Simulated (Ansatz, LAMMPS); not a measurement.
## Structural relaxation of glassy Ca3Al2Si3O12 (120 atoms)

How does glassy Ca3Al2Si3O12 (120 atoms) relax, and what do bonds, charges and levels look like afterwards?

Calculated with Ansatz 0.2.0; Kohn-Sham DFT, PBE, PAW (set soft_2), plane waves.

Measured values to set the calculation against. X-ray diffraction RDF of grossular glass by Okuno and Marumo (1993), peak assigned to Ca-O (as quoted in “Computer modeling of natural silicate melts: what can we learn from ab   initio simulations”, 2009, arxiv:0907.2530): nearest Ca–O distance 2.4 Å.

Report form: the programs' logs are mostly left out.

### Step 1. Set-up

The cell holds 120 atoms: 12 Al, 18 Ca, 72 O and 18 Si. Its edges and angles: a = 11.667 Å, b = 11.667 Å, c = 11.667 Å, α = 90.0°, β = 90.0°, γ = 90.0°. 120 atoms (12 Al, 18 Ca, 72 O, 18 Si) placed at random at 2.84 g/cm³, melted at 4500 K for 20 ps at fixed volume with the Morse and Coulomb pair potential with partial charges (Pedone, Malavasi, Menziani, Cormack and Segre, J. Phys. Chem. B 110, 11780 (2006)). Quenched from 4500 K to 300 K at 10 K/ps and fixed volume, held 20 ps at zero pressure.

What the set-up can't give: The quench rate of 10 K/ps is orders of magnitude faster than experiment, which tends to freeze in extra defects. The network of bonds at the start is that of the classical potential that made the cell. Only the Γ point is sampled, in a cell whose shortest periodic width is 12 Å.

### Step 2. Making the structure

A classical potential makes the cell, at a small fraction of what the same run would cost in DFT.

This step: classical MD, Morse and Coulomb pair potential with partial charges (Pedone, Malavasi, Menziani, Cormack and Segre, J. Phys. Chem. B 110, 11780 (2006)) (LAMMPS 22 Jul 2025 - Update 4).

The input, in.lmp:

```
# melt-quench of Al12Ca18O72Si18
units metal
atom_style charge
boundary p p p
region box block 0 11.6422 0 11.6422 0 11.6422
create_box 4 box
mass 1 26.9815   # Al
mass 2 40.0780   # Ca
mass 3 15.9990   # O
mass 4 28.0850   # Si
create_atoms 1 random 12 787998 NULL overlap 1.5 maxtry 2000
create_atoms 2 random 18 788005 NULL overlap 1.5 maxtry 2000
create_atoms 3 random 72 788012 NULL overlap 1.5 maxtry 2000
create_atoms 4 random 18 788019 NULL overlap 1.5 maxtry 2000
pair_style hybrid/overlay pedone 5.5 coul/long 8.0
pair_coeff * * coul/long
pair_coeff 1 3 pedone 0.361581 1.900442 2.164818 0.9   # Al-O
pair_coeff 2 3 pedone 0.030211 2.241334 2.923245 5   # Ca-O
pair_coeff 3 3 pedone 0.042395 1.379316 3.618701 22   # O-O
pair_coeff 3 4 pedone 0.340554 2.006700 2.100000 1   # Si-O
set type 1 charge 1.8
set type 2 charge 1.2
set type 3 charge -1.2
set type 4 charge 2.4
kspace_style pppm 1.0e-4
neigh_modify delay 0 every 1 check yes
thermo_style custom step time temp pe press density
thermo_modify norm yes
timestep 0.002
thermo 100
min_style cg
minimize 1e-4 1e-4 200 2000
reset_timestep 0
velocity all create 4500 787999 mom yes dist gaussian
# [... 11 lines left out ...]
fix md all nvt temp 4500 300 0.2
run 210000 post no
unfix md
thermo 3333
fix md all npt temp 300 300 0.2 iso 0 0 2
run 10000 post no
unfix md
write_dump all custom glass.dump id type xs ys zs modify sort id
```

The run is started by

```console
$ lmp -in in.lmp -log none -nocite
```

Elapsed: 1.7 min, on 1 thread of Arm Neoverse V2, shared host; peak memory 0.071 GiB.

### Step 3. Single point at the start

A single point comes first, to see the forces before anything moves.

The input, input.yaml:

```yaml
crystal:
  lattice:
    - [11.66705, 0.0, 0.0]
    - [0.0, 11.66705, 0.0]
    - [0.0, 0.0, 11.66705]
  atoms:
    - { symbol: Al, position: [0.1587, 0.84499, 0.67821] }
    - { symbol: Al, position: [0.41317, 0.87024, 0.32129] }
    - { symbol: Al, position: [0.01768, 0.9463, 0.88815] }
    - { symbol: Al, position: [0.609, 0.30006, 0.50296] }
    - { symbol: Al, position: [0.78102, 0.18942, 0.91187] }
    - { symbol: Al, position: [0.17157, 0.37637, 0.09486] }
    - { symbol: Al, position: [0.81923, 0.55368, 0.71414] }
    - { symbol: Al, position: [0.25074, 0.65532, 0.22483] }
    - { symbol: Al, position: [0.64338, 0.39849, 0.03091] }
    - { symbol: Al, position: [0.51158, 0.48332, 0.41166] }
    - { symbol: Al, position: [0.61205, 0.68845, 0.72207] }
    - { symbol: Al, position: [0.9646, 0.29413, 0.25468] }
    - { symbol: Ca, position: [0.27867, 0.65801, 0.49569] }
    - { symbol: Ca, position: [0.57596, 0.9823, 0.92452] }
    - { symbol: Ca, position: [0.31394, 0.9894, 0.81873] }
    - { symbol: Ca, position: [0.46975, 0.71634, 0.0429] }
    - { symbol: Ca, position: [0.02796, 0.43064, 0.61342] }
    - { symbol: Ca, position: [0.80718, 0.98284, 0.69285] }
    - { symbol: Ca, position: [0.31927, 0.2985, 0.62489] }
    - { symbol: Ca, position: [0.32442, 0.22886, 0.90081] }
    - { symbol: Ca, position: [0.83859, 0.98461, 0.1228] }
    - { symbol: Ca, position: [0.93005, 0.91926, 0.38445] }
    - { symbol: Ca, position: [0.97024, 0.4247, 0.9035] }
    - { symbol: Ca, position: [0.07124, 0.68713, 0.9299] }
    - { symbol: Ca, position: [0.01244, 0.59813, 0.24273] }
    - { symbol: Ca, position: [0.68742, 0.00833, 0.4049] }
    - { symbol: Ca, position: [0.53703, 0.41519, 0.79045] }
    - { symbol: Ca, position: [0.15693, 0.1247, 0.31114] }
    - { symbol: Ca, position: [0.83092, 0.51562, 0.4051] }
    - { symbol: Ca, position: [0.39264, 0.23436, 0.33542] }
    - { symbol: O, position: [0.31882, 0.37286, 0.12152] }
    - { symbol: O, position: [0.66731, 0.76756, 0.83692] }
    - { symbol: O, position: [0.32606, 0.74285, 0.32136] }
    - { symbol: O, position: [0.47196, 0.64922, 0.75331] }
    - { symbol: O, position: [0.2856, 0.14578, 0.49286] }
    - { symbol: O, position: [0.45533, 0.3728, 0.49631] }
    - { symbol: O, position: [0.39761, 0.02459, 0.63867] }
    - { symbol: O, position: [0.86029, 0.65896, 0.8167] }
    - { symbol: O, position: [0.81539, 0.63093, 0.2121] }
    - { symbol: O, position: [0.60832, 0.03568, 0.73232] }
    - { symbol: O, position: [0.0756, 0.93498, 0.23731] }
    - { symbol: O, position: [0.19058, 0.95393, 0.58544] }
    - { symbol: O, position: [0.77833, 0.85327, 0.26246] }
    - { symbol: O, position: [0.41244, 0.81634, 0.87849] }
    - { symbol: O, position: [0.2747, 0.63481, 0.857] }
    - { symbol: O, position: [0.03734, 0.05664, 0.97685] }
    - { symbol: O, position: [0.19859, 0.327, 0.33389] }
    - { symbol: O, position: [0.23949, 0.92206, 0.09128] }
    - { symbol: O, position: [0.01901, 0.44792, 0.40267] }
    - { symbol: O, position: [0.74562, 0.50321, 0.04075] }
    - { symbol: O, position: [0.55769, 0.13905, 0.54141] }
    - { symbol: O, position: [0.97354, 0.70697, 0.4107] }
    - { symbol: O, position: [0.64138, 0.29848, 0.14128] }
    - { symbol: O, position: [0.67163, 0.31126, 0.90994] }
    - { symbol: O, position: [0.74314, 0.11704, 0.23786] }
    - { symbol: O, position: [0.84376, 0.41425, 0.73869] }
    - { symbol: O, position: [0.0475, 0.38633, 0.1701] }
    - { symbol: O, position: [0.95034, 0.57595, 0.03875] }
    - { symbol: O, position: [0.66093, 0.31848, 0.63845] }
    - { symbol: O, position: [0.1268, 0.87561, 0.82009] }
    - { symbol: O, position: [0.299, 0.78555, 0.69012] }
    - { symbol: O, position: [0.2048, 0.46308, 0.51507] }
    - { symbol: O, position: [0.02522, 0.8523, 0.0354] }
    - { symbol: O, position: [0.79622, 0.73429, 0.01235] }
    - { symbol: O, position: [0.14543, 0.72632, 0.15816] }
    - { symbol: O, position: [0.99982, 0.05752, 0.75899] }
    - { symbol: O, position: [0.1927, 0.5551, 0.31877] }
    - { symbol: O, position: [0.30116, 0.41422, 0.80807] }
    - { symbol: O, position: [0.4574, 0.46225, 0.26948] }
    - { symbol: O, position: [0.65352, 0.4559, 0.43671] }
    - { symbol: O, position: [0.90582, 0.23814, 0.98149] }
    - { symbol: O, position: [0.4618, 0.20905, 0.7439] }
    - { symbol: O, position: [0.73564, 0.06359, 0.96459] }
    - { symbol: O, position: [0.80722, 0.195, 0.75857] }
    - { symbol: O, position: [0.61622, 0.75842, 0.59662] }
    - { symbol: O, position: [0.88927, 0.83035, 0.57449] }
    - { symbol: O, position: [0.89517, 0.61099, 0.59706] }
    - { symbol: O, position: [0.20937, 0.14994, 0.76225] }
    [... 36 atom lines left out ...]
    - { symbol: Si, position: [0.95657, 0.72262, 0.5445] }
    - { symbol: Si, position: [0.07644, 0.16477, 0.72386] }
    - { symbol: Si, position: [0.35097, 0.01048, 0.11448] }
    - { symbol: Si, position: [0.5818, 0.72743, 0.46621] }
    - { symbol: Si, position: [0.41412, 0.46737, 0.13731] }
    - { symbol: Si, position: [0.71608, 0.73594, 0.25634] }
kpoints:
  mp_grid: { grid: [1, 1, 1] }
hamiltonian:
  xc: pbe
scf:
  occupations: { method: fixed }
output:
  forces: true
  stress: true
  populations: true
  dos:
    method: { smearing: { sigma: 0.15 } }
    de: 0.1
    projected: { site_lists: { Al: [Al], Ca: [Ca], O: [O], Si: [Si] } }
  eigenvalues: true
```

The run is started by

```console
$ ansatz run input.yaml --threads 4 --pin off --max-ram 8192MiB --backend cpu --events-out ev --progress --plain --runs-dir out
```

It took 33 s on 4 threads of Arm Neoverse V2, shared host; peak memory 2.3 GiB.

Read from the output:

```
free energy                                      : -91612.4676 eV
free energy per atom                             : -763.4372 eV/atom
SCF cycles                                       : 9
pressure                                         : 5.828 GPa
r.m.s. force component                           : 1.515 eV/Å
longest force                                    : 8.457 eV/Å
Fermi energy                                     : 5.528 eV
gap (highest filled to lowest empty level) : 3.102 eV
spilling of the projection                       : 0.01329
```

The r.m.s. force component of 1.5 eV/Å and the pressure of 5.8 GPa set the starting point.

Neighbours are counted within 3.08 Å (O-Ca), 2.12 Å (O-Si), 2.33 Å (O-Al).

Length of the force by element and coordination:

| element | coordination | atoms | mean length of the force (eV/Å) | spread | least | most |
| --- | --- | --- | --- | --- | --- | --- |
| Al | all | 12 | 2.16 | 0.959 | 0.678 | 3.66 |
| Al | 4 | 10 | 2.14 | 1.02 | 0.678 | 3.66 |
| Al | 5 | 2 | 2.24 | 0.562 | 1.68 | 2.80 |
| Ca | all | 18 | 1.09 | 0.481 | 0.301 | 1.99 |
| Ca | 5 | 3 | 1.20 | 0.570 | 0.705 | 1.99 |
| Ca | 6 | 10 | 1.19 | 0.423 | 0.576 | 1.93 |
| Ca | 7 | 3 | 0.953 | 0.485 | 0.301 | 1.46 |
| Ca | 8 | 2 | 0.598 | 0.0888 | 0.509 | 0.687 |
| O | all | 72 | 2.32 | 1.31 | 0.225 | 8.46 |
| O | 2 | 8 | 1.16 | 0.535 | 0.669 | 2.07 |
| O | 3 | 38 | 2.32 | 1.09 | 0.448 | 5.69 |
| O | 4 | 26 | 2.68 | 1.54 | 0.225 | 8.46 |
| Si | all | 18 | 3.12 | 1.61 | 0.592 | 8.28 |

### Step 4. Cell and atoms relaxed

The cell is relaxed with the atoms, since the starting lattice needn't suit this functional.

input.yaml, the sections that differ from step 3:

```yaml
output:
  forces: true
relax:
  f_tol: 0.05
  max_steps: 200
  cell: {}
# crystal, kpoints, hamiltonian, scf: as in step 3
```

Elapsed: 5.3 min, on 4 threads; peak memory 2.1 GiB.

The steps of the relaxation:

| step | energy less that of the first step (eV) | largest force component (eV/Å) | pressure (GPa) | volume (Å³) |
| --- | --- | --- | --- | --- |
| 1 | 0.0000 | 7.8206 | 5.83 | 1588.12 |
| 2 | -7.1466 | 4.0607 | 3.63 | 1580.81 |
| 3 | -11.3221 | 1.7643 | 1.25 | 1585.17 |
| 4 | -12.3599 | 0.5680 | 0.42 | 1589.40 |
| 5 | -12.2741 | 0.7158 | -0.06 | 1595.26 |
| 6 | -12.5920 | 0.2971 | -0.01 | 1592.13 |
| 7 | -12.6596 | 0.2073 | -0.01 | 1591.71 |
| 8 | -12.6944 | 0.1267 | -0.09 | 1593.32 |
| 9 | -12.6435 | 0.2113 | -0.24 | 1603.77 |
| 10 | -12.7223 | 0.0938 | 0.07 | 1593.56 |
| 11 | -12.7303 | 0.0397 | 0.00 | 1594.15 |
| 12* | -12.7934 | 0.0396 | 0.07 | 1594.15 |
| 13 | -12.7810 | 0.1514 | 0.06 | 1595.27 |
| 14 | -12.7901 | 0.0862 | -0.05 | 1597.27 |
| 15 | -12.7921 | 0.0351 | 0.02 | 1598.09 |
| 16* | -12.8065 | 0.0350 | 0.02 | 1598.09 |
| 17 | -12.8065 | 0.0400 | 0.01 | 1598.65 |
| 18* | -12.8086 | 0.0400 | 0.01 | 1598.65 |

Relaxation steps marked * repeat the geometry before them on a plane-wave basis chosen anew for their cell, so energy and pressure can jump there. Relaxation steps 5, 9, 13 were tried and not accepted.

| cell as run | before | after | change |
| --- | --- | --- | --- |
| a (Å) | 11.667 | 11.916 | +2.1 % |
| b (Å) | 11.667 | 11.611 | -0.5 % |
| c (Å) | 11.667 | 11.570 | -0.8 % |
| α (°) | 90.00 | 91.94 | +2.2 % |
| β (°) | 90.00 | 89.65 | -0.4 % |
| γ (°) | 90.00 | 92.25 | +2.5 % |
| volume (Å³/atom) | 13.23 | 13.32 | +0.7 % |

The atoms that moved most (Å, as changes of fractional coordinates times the final cell):

| atom | dx | dy | dz | length |
| --- | --- | --- | --- | --- |
| O46 | -0.516 | -0.103 | 0.437 | 0.684 |
| O88 | -0.062 | -0.529 | 0.182 | 0.563 |
| O87 | 0.219 | 0.446 | -0.222 | 0.544 |
| O97 | 0.129 | -0.309 | -0.331 | 0.471 |
| Ca26 | -0.227 | 0.377 | -0.066 | 0.445 |
| Al12 | 0.158 | 0.196 | 0.341 | 0.424 |
| O92 | 0.151 | 0.176 | 0.328 | 0.402 |
| O66 | 0.012 | 0.009 | 0.397 | 0.398 |

The relaxation changed the energy by -107 meV/atom, and atoms moved by 0.24 Å r.m.s., 0.68 Å at most.

### Step 5. Distances and neighbours after relaxation

Bonds before and after, by the cutoffs listed below:

| pair | bonds before | bonds after | mean before (Å) | mean after (Å) | spread before (Å) | spread after (Å) |
| --- | --- | --- | --- | --- | --- | --- |
| O-Ca | 107 | 106 | 2.522 | 2.457 | 0.175 | 0.168 |
| O-Si | 72 | 72 | 1.611 | 1.648 | 0.058 | 0.028 |
| O-Al | 50 | 51 | 1.776 | 1.801 | 0.097 | 0.054 |

Density 2.81 g/cm³, 13.32 Å³ an atom.

g(r), total and by pair (bins of 0.2 Å):

| r (Å) | total | O-O | O-Ca | O-Si | O-Al | Ca-Ca | Ca-Si |
| --- | --- | --- | --- | --- | --- | --- | --- |
| 1.50 | 0.11 | 0.00 | 0.00 | 0.59 | 0.00 | 0.00 | 0.00 |
| 1.70 | 3.02 | 0.00 | 0.00 | 12.43 | 6.45 | 0.00 | 0.00 |
| 1.90 | 0.62 | 0.00 | 0.00 | 0.00 | 5.18 | 0.00 | 0.00 |
| 2.10 | 0.08 | 0.00 | 0.43 | 0.00 | 0.00 | 0.00 | 0.00 |
| 2.30 | 0.63 | 0.00 | 3.53 | 0.00 | 0.00 | 0.00 | 0.00 |
| 2.50 | 0.91 | 0.73 | 3.60 | 0.00 | 0.00 | 0.00 | 0.00 |
| 2.70 | 1.57 | 3.88 | 0.75 | 0.00 | 0.19 | 0.00 | 0.00 |
| 2.90 | 0.90 | 1.82 | 0.48 | 0.23 | 0.08 | 0.00 | 0.47 |
| 3.10 | 0.95 | 1.00 | 0.55 | 0.31 | 0.22 | 0.39 | 1.85 |
| 3.30 | 0.92 | 0.90 | 0.36 | 0.63 | 0.73 | 1.08 | 2.67 |
| 3.50 | 1.10 | 0.82 | 0.76 | 1.08 | 0.84 | 1.94 | 4.62 |
| 3.70 | 1.03 | 0.78 | 0.83 | 1.35 | 1.29 | 1.46 | 2.59 |
| 3.90 | 0.92 | 0.63 | 1.01 | 1.21 | 1.36 | 1.56 | 1.17 |
| 4.10 | 1.04 | 0.67 | 1.17 | 1.37 | 1.92 | 0.72 | 0.58 |
| 4.30 | 1.19 | 0.66 | 1.20 | 1.88 | 1.95 | 1.26 | 0.83 |
| 4.50 | 0.98 | 0.87 | 1.24 | 1.21 | 0.92 | 0.78 | 0.68 |
| 4.70 | 0.97 | 1.11 | 1.33 | 0.82 | 0.77 | 0.55 | 0.45 |
| 4.90 | 1.04 | 1.35 | 1.32 | 0.72 | 0.61 | 0.65 | 0.49 |
| 5.10 | 1.05 | 1.14 | 1.29 | 0.62 | 0.74 | 0.90 | 1.05 |
| 5.30 | 1.04 | 1.34 | 0.89 | 0.73 | 0.81 | 1.11 | 0.76 |
| 5.50 | 0.89 | 1.06 | 0.67 | 1.00 | 0.71 | 0.52 | 0.46 |
| 5.70 | 0.96 | 1.05 | 0.70 | 0.97 | 0.93 | 0.95 | 0.84 |

Bonds by pair of elements; cutoffs follow the first minimum of g(r), held within bounds set by covalent radii, and pairs that aren't listed don't count as bonded:

| pair A-B | cutoff (Å) | bonds | mean length (Å) | spread (Å) | shortest (Å) | B about A | A about B |
| --- | --- | --- | --- | --- | --- | --- | --- |
| O-Ca | 2.98 | 106 | 2.46 | 0.168 | 2.11 | 1.47 | 5.89 |
| O-Si | 2.08 | 72 | 1.65 | 0.028 | 1.59 | 1 | 4 |
| O-Al | 2.27 | 51 | 1.80 | 0.054 | 1.71 | 0.708 | 4.25 |

How many atoms have how many bonded neighbours:

| element | mean | 2 | 3 | 4 | 5 | 6 | 7 |
| --- | --- | --- | --- | --- | --- | --- | --- |
| Al | 4.25 | 0 | 0 | 9 | 3 | 0 | 0 |
| Ca | 5.89 | 0 | 0 | 2 | 3 | 8 | 5 |
| O | 3.18 | 11 | 38 | 22 | 1 | 0 | 0 |
| Si | 4 | 0 | 0 | 18 | 0 | 0 | 0 |

Bond angles (no mean is given where the spread exceeds 20°):

| angle | count | mean (°) | spread (°) |
| --- | --- | --- | --- |
| O-Ca-O | 267 | - | - |
| O-Si-O | 108 | 109 | 5 |
| Ca-O-Si | 101 | 116 | 18.6 |
| O-Al-O | 84 | 108 | 17.1 |
| Al-O-Ca | 58 | 107 | 16.2 |

Oxygen atoms by the number of network formers (Si, P, Ge, B, Al, As, Ga) bound to them:

| network formers bound to O | O atoms | per cent |
| --- | --- | --- |
| 0 | 0 | 0 |
| 1 | 21 | 29.2 |
| 2 | 51 | 70.8 |

Network units: each former by its oxygen neighbours and how many of them bridge to another former:

| former | O neighbours | bridging O | atoms |
| --- | --- | --- | --- |
| Si | 4 | 2 | 7 |
| Si | 4 | 3 | 6 |
| Si | 4 | 4 | 5 |
| Al | 4 | 3 | 1 |
| Al | 4 | 4 | 8 |
| Al | 5 | 5 | 3 |

Bond length by coordination (bonds to H left out):

| element | coordination | atoms | mean bond length (Å) |
| --- | --- | --- | --- |
| Al | 4 | 9 | 1.78 |
| Al | 5 | 3 | 1.86 |
| Ca | 4 | 2 | 2.33 |
| Ca | 5 | 3 | 2.41 |
| Ca | 6 | 8 | 2.47 |
| Ca | 7 | 5 | 2.48 |
| O | 2 | 11 | 1.69 |
| O | 3 | 38 | 2.00 |
| O | 4 | 22 | 2.21 |
| O | 5 | 1 | 2.35 |

Rings of the network by King's shortest-path rule, up to 12 atoms, one path for each pair of neighbours; H, halogens, alkali and alkaline-earth atoms are left out, and the last column divides by all other atoms, bonded or not:

| ring size (atoms) | rings | per network atom |
| --- | --- | --- |
| 4 | 1 | 0.01 |
| 6 | 2 | 0.02 |
| 8 | 1 | 0.01 |
| 10 | 7 | 0.069 |
| 12 | 9 | 0.088 |

First main peaks of g(r), for some of the pairs, lie near 2.7 Å (O-O), 2.4 Å (O-Ca), 1.6 Å (O-Si), 1.8 Å (O-Al), 3.6 Å (Ca-Ca) and 3.5 Å (Ca-Si). By these cutoffs 75 % of Al atoms have 4, 44 % of Ca atoms have 6, 53 % of O atoms have 3 and all Si atoms have 4 bonded neighbours. 71 % of the oxygens bridge two formers (Si and Al) and 29 % are non-bridging. The commonest Si unit has 4 oxygens, 2 of them shared with other formers (7 of 18 atoms). Rings of 12 atoms are the most common (45 % of those counted); sizes run from 4 to 12, where the search stops.

(Continued in part 2 of 2.)

[Logs are printed without paths, hosts, clocks, repeated set-up lines and the standing remarks that a program may print on its own settings, such as how far it seeks lower states.]

[Hosts, paths, dates, database ids (printed as entryN), source tags and the programs' standing remarks are cut or masked in the printed files.]
